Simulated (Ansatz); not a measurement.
# Starting-point dependence of the GW gap of BiOCl (P4/nmm), part 2 of 2

Aim: G0W0 for BiOCl (P4/nmm) on several starting functionals, at one mesh, band count and screening cutoff.

Ansatz 0.2.0; G0W0 on several functionals, plane waves, PAW. Known limits of the many-body steps: not at the basis limit; no spin-orbit coupling.

So far. Step 2 (G0W0 on r2SCAN): The gap on the mesh goes from 3.10 eV to 3.86 eV, a correction of +0.76 eV. Between the two edge states, bare exchange in place of the xc potential would open the gap by 6.71 eV, and correlation takes back 5.95 eV.

In doubt: masses and optical values from hybrid runs of this build are listed as unsure (steps 3, 4), which bears on the screening that GW takes from such a start.

## Step 3: G0W0 on HSE06

The same correction from a different start measures what one shot leaves open.

This step: G0W0 on HSE06, plane waves, PAW.

Contents of input.yaml:

```yaml
crystal:
  lattice:
    - [3.88551, 0.0, 0.0]
    - [0.0, 3.88551, 0.0]
    - [0.0, 0.0, 7.3489]
  atoms:
    - { symbol: Bi, position: [0.5, 0.0, 0.32904] }
    - { symbol: Bi, position: [0.0, 0.5, 0.67096] }
    - { symbol: Cl, position: [0.0, 0.5, 0.1472] }
    - { symbol: Cl, position: [0.5, 0.0, 0.8528] }
    - { symbol: O, position: [0.0, 0.0, 0.5] }
    - { symbol: O, position: [0.5, 0.5, 0.5] }
kpoints:
  mp_grid: { grid: [6, 6, 4] }
hamiltonian:
  xc: hse06
  pseudopotentials: { kind: paw, source: ansatz }
scf:
  occupations: { method: fixed }
gw:
  n_empty_bands: 659
  ecut_chi: 190.0
  qp_bands: [v2, c2]
  qp_kpoints: band_edges
  screening: { model: contour_deformation }
```

Launch:

```
> ansatz run input.yaml --threads 4 --pin off --max-ram 138240MiB --backend cuda --events-out ev --progress --plain --runs-dir out --devices 1 --max-vram 26GiB
```

Numbers of over 12 decimals in the logs are rounded to 6 here.

Log:

```text
GPUs: using 1 of 1 available (devices: 1).
[...]
davidson cushion auto → on  (no smearing: the cushion is to keep the highest requested band from converging to the state above it; pin scf.eigensolver.cushion to override)
[...]
GPU FFT provider: cuFFT
GPU libraries: cuBLAS 13.8.2, cuFFT 12.4.0, cuSOLVER 12.3.4
Crystal: 6 atoms, lattice volume = 110.948 Å³
Basis set: ecut = 930 eV, 7193 PW (Γ)
Bands: 44, of which v1, the nominal top of the filled ones, is band 36 counted from 1 (35 counted from 0)
Symmetry: 16 space group operations
[...]
k-points: 30 of 144
[...]
GPU buffer pool allocated for 182250 grid points (all kernels)
[...]
SCF iter   1: F=—  HF=-35444.188737 eV  |F-HF|=—  |Δ(HF+E_count)|=         —  Δρ=6.46e-2  dr2=5.12e0  ethr=1.00e-1  ⟨swp⟩=7.0  Hψ=3763  notcnv=0
[...]
SCF iter   6: F=-35442.950757 eV  HF=-35442.950950 eV  |F-HF|=1.92e-4  |Δ(HF+E_count)|=   7.91e-4  Δρ=6.82e-4  dr2=3.18e-4  ethr=1.32e-5  ⟨swp⟩=3.1  Hψ=3543  notcnv=0
SCF 1 stopped early in 6 iterations: F = -35442.950757 eV  dr2 = 3.18e-4
[...]
GPU FFT provider: cuFFT
GPU libraries: cuBLAS 13.8.2, cuFFT 12.4.0, cuSOLVER 12.3.4
[...]
GPU buffer pool allocated for 182250 grid points (all kernels)
[...]
Free energy (F): -35449.286622 eV
Frozen-core exchange: fock
[...]
Internal energy: -35449.286622 eV  (E = F + TS)
E sigma→0 (E₀):  -35449.286622 eV
Fermi energy:    8.059241 eV
[...]
--- Band table (eV; the first three rows and the last of 30) ---
  k-point 0: bands = [... 32 lower, 6.7939, 6.7939, 6.9163, 7.2781, 12.2622, 12.9646, 14.6185, 14.6185]
  k-point 1: bands = [... 32 lower, 6.9647, 6.9647, 7.1878, 7.4839, 11.9820, 12.5811, 14.6307, 14.6307]
  k-point 2: bands = [... 32 lower, 7.0962, 7.0962, 7.5693, 7.5835, 11.7215, 12.1870, 14.6445, 14.6445]
  k-point 29: bands = [... 32 lower, 6.4210, 6.4210, 7.1200, 7.1200, 13.6916, 13.6916, 15.4836, 15.4836]
  guard bands above this table: 4 of the run's 44 bands. The solve was not asked for them (output.publish_guard_bands: true or output.eigenvalues: true publishes all)
[...]
0    35      6.9163   -21.5835     2.9523   -18.2779  0.7757     6.5615     6.5630  root
     0    36      7.2781   -21.7522     2.3912   -19.0553  0.7879     6.9715     6.9724  root
     0    37     12.2622   -10.4378    -3.7193   -14.3368  0.8348    12.4420    12.4418  root
     0    38     12.9646   -10.2160    -3.7614   -14.1491  0.8305    13.1364    13.1362  root
     1    35      7.1878   -21.9711     2.8346   -18.8010  0.7786     6.8509     6.8522  root
     1    36      7.4839   -22.0246     2.4595   -19.2430  0.7863     7.1608     7.1618  root
     1    37     11.9820   -10.0029    -3.6304   -13.8010  0.8372    12.1498    12.1496  root
     1    38     12.5811    -9.7406    -3.7576   -13.6422  0.8357    12.7251    12.7250  root
[...]
29    35      7.1200   -26.2064     4.0304   -22.3402  0.7588     7.2839     7.2842  root
    29    36      7.1200   -26.2064     4.0304   -22.3402  0.7588     7.2839     7.2842  root
    29    37     13.6916   -11.6136    -3.7792   -15.6423  0.8222    13.9416    13.9411  root
    29    38     13.6916   -11.6136    -3.7792   -15.6423  0.8222    13.9416    13.9411  root
```

Run time: 7.7 min. Hardware: 1 × NVIDIA H100 80GB HBM3 (shared by 3 runs) with 4 threads of AMD EPYC 7R13 (Zen 3), shared host; peak memory 12 GiB; 16 min of CPU time.

Numbers from this step:

* bands summed: 695
* RPA ε∞ on this mesh (eigenvalues): 4.014, 4.932, 4.932
* plane waves in the screening matrix: 669
* q-points in the mesh: 144
* G0W0 gap on the mesh: 4.119 eV
* k of the valence top: 0, 0.3333, -0.5
* k of the conduction bottom: 0, 0, -0.5
* starting gap on the mesh: 3.662 eV
* Z at the valence top: 0.7922
* Z at the conduction bottom: 0.8395
* least direct G0W0 gap on the computed points: 4.416 eV

Against the run with 6×6×4 mesh, 659 empty bands, screening to 190 eV, hard PAW files on r2SCAN, the gap moves by +0.26 eV, while the start moved by +0.56 eV.

## Step 4: G0W0 on PBE0

This step: G0W0 on PBE0, plane waves, PAW.

Edit input.yaml of step 3 so:

```diff
@@ -15,3 +15,3 @@
 hamiltonian:
-  xc: hse06
+  xc: pbe0
   pseudopotentials: { kind: paw, source: ansatz }
```

Log:

```text
GPUs: using 1 of 1 available (devices: 1).
[...]
GPU FFT provider: cuFFT
GPU libraries: cuBLAS 13.8.2, cuFFT 12.4.0, cuSOLVER 12.3.4
Crystal: 6 atoms, lattice volume = 110.948 Å³
Basis set: ecut = 930 eV, 7193 PW (Γ)
Bands: 44, of which v1, the nominal top of the filled ones, is band 36 counted from 1 (35 counted from 0)
Symmetry: 16 space group operations
[...]
k-points: 30 of 144
[...]
2    37     12.0462    -9.5048    -3.4713   -12.8832  0.8485    11.9534    11.9533  root
     2    38     12.5168    -9.1447    -3.7251   -12.7394  0.8502    12.3865    12.3864  root
[...]
27    35      6.8113   -21.5634     2.5151   -18.8474  0.7952     6.6100     6.6104  root
    27    36      6.8113   -21.5634     2.5151   -18.8474  0.7952     6.6100     6.6104  root
    27    37     13.6443   -10.4016    -3.6652   -14.0303  0.8398    13.6079    13.6079  root
    27    38     13.6443   -10.4016    -3.6652   -14.0303  0.8398    13.6079    13.6079  root
[key lines of the parts left out:]
Free energy (F): -35443.622819 eV
Fermi energy:    7.695848 eV
```

Run time: 9.1 min. Hardware: 1 × NVIDIA H100 80GB HBM3 (shared by 3 runs) with 4 threads; peak memory 12 GiB; 18 min of CPU time.

This step gave:

```yaml
bands_summed: 695
rpa_eps_infinity_on_this_mesh_eigenvalues: 3.779, 4.583, 4.583
plane_waves_in_the_screening_matrix: 669
g0w0_gap_on_the_mesh: 4.303 eV
k_of_the_valence_top: 0, 0.3333, -0.5
k_of_the_conduction_bottom: 0, 0, -0.5
starting_gap_on_the_mesh: 4.350 eV
least_direct_g0w0_gap_on_the_computed_points: 4.613 eV
```

Against the run with 6×6×4 mesh, 659 empty bands, screening to 190 eV, hard PAW files on HSE06, the gap moves by +0.18 eV, while the start moved by +0.69 eV.

## Step 5: Side by side

All on the 6×6×4 mesh with 659 empty bands and screening to 190 eV. Times are wall times on 1 × NVIDIA H100 80GB HBM3 (shared by 3 runs) with 4 threads of AMD EPYC 7R13 (Zen 3), shared host, good to a factor of about two.

```csv
start,starting gap (eV),shift (eV),G0W0 gap (eV),RPA ε∞ (harmonic mean),"Z (valence, conduction)",time
r2SCAN,3.10,+0.76,3.86,5.04,"0.77, 0.83",4.3 min
HSE06,3.66,+0.46,4.12,4.58,"0.79, 0.84",7.7 min
PBE0,4.35,−0.05,4.30,4.28,"0.80, 0.85",9.1 min
```

The parts of the quasiparticle energy at the two band edges (eV; QP = start + Σx + Σc − Vxc):

```csv
run,edge,start,Σx,Σc,Vxc,Z,QP
r2SCAN,valence top,8.50,-22.45,2.38,-19.52,0.77,7.95
r2SCAN,conduction bottom,11.60,-9.73,-3.57,-13.51,0.83,11.81
HSE06,valence top,8.06,-22.32,2.15,-19.87,0.79,7.76
HSE06,conduction bottom,11.72,-9.52,-3.55,-13.22,0.84,11.88
PBE0,valence top,7.70,-22.33,2.04,-20.24,0.80,7.65
PBE0,conduction bottom,12.05,-9.50,-3.47,-12.88,0.85,11.95
```

For a hybrid start, Vxc holds its share of exact exchange.

## Step 6: Summary of results

| Item | Value |
| --- | --- |
| G0W0@r2SCAN | 3.86 eV (start 3.10 eV) |
| G0W0@HSE06 | 4.12 eV (start 3.66 eV) |
| G0W0@PBE0 | 4.30 eV (start 4.35 eV) |
| known limits | not at the basis limit; no spin-orbit coupling |

The starting gaps span 1.25 eV and the G0W0 gaps 0.44 eV. Between r2SCAN and PBE0, 0.44 eV of the 1.25 eV survives, 35 %. PBE0 screens less than r2SCAN (ε∞ 4.28 against 5.04). Of the 0.44 eV by which its G0W0 gap is higher, the correlation part gives +0.44 eV, and exchange with the one-particle terms, which follow the orbitals, +0.01 eV. The smallest correction, −0.05 eV, is on PBE0, the start nearest to reproducing itself. Bands and cutoff are finite, so the gap is not at the basis limit. The miss can reach some tenths of an eV and take either sign; the mesh is an error of its own. Where an edge is built on 6p states of lead, bismuth or thallium, scalar-relativistic gaps usually stand too wide, by a few tenths to over one eV. The many-body steps are scalar-relativistic: spin-orbit coupling is not in them.

[Paths, hosts, dates, memory and timing lines, banners, echoed tables and standing remarks are left out of the program output.]

[Logs are printed without paths, hosts, clocks, repeated set-up lines and the standing remarks that a program may print on its own settings, such as how far it seeks lower states.]

[Runs of the session that timed out or met a known fault of the program may be left out.]

[Cells called generated may have been cut or substituted from an entry of the Crystallography Open Database or the Materials Project.]

[Hosts, paths, dates, database ids (printed as entryN), source tags and the programs' standing remarks are cut or masked in the printed files.]
